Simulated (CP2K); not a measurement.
Two runs for the O K edge of biacetyl. Run A: CP2K XAS_TDP, all-electron GAPW, PBEh(45%), aug-cc-pVDZ, TDA, no relativity. Run B differs in one setting.

First lines with a strength over 0.0015. A:

| atom | energy (eV) | states | strength, one atom |
| --- | --- | --- | --- |
| O3 (bonded to C), 2 alike | 525.94 | 1 | 0.0441 |
|  | 532.07 | 1 | 0.0037 |
|  | 534.44 | 1 | 0.0021 |
|  | 534.66 | 1 | 0.0037 |
|  | 535.63 | 1 | 0.0019 |

B:

| atom | energy (eV) | states | strength, one atom |
| --- | --- | --- | --- |
| O3 (bonded to C), 2 alike | 530.79 | 1 | 0.0437 |
|  | 536.93 | 1 | 0.0036 |
|  | 539.29 | 1 | 0.0021 |
|  | 539.51 | 1 | 0.0037 |
|  | 540.48 | 1 | 0.0019 |

Question: Which was it: the basis, the functional, scalar relativity switched on, GW2X switched on?

GW2X switched on. GW2X shifts an atom's lines together and keeps their spacings. Against PBEh(45%) in aug-cc-pVDZ, the leading line moves by +4.85 eV, to 530.79 eV.

[Hosts, paths, dates, database ids (printed as entryN), source tags and the programs' standing remarks are cut or masked in the printed files.]
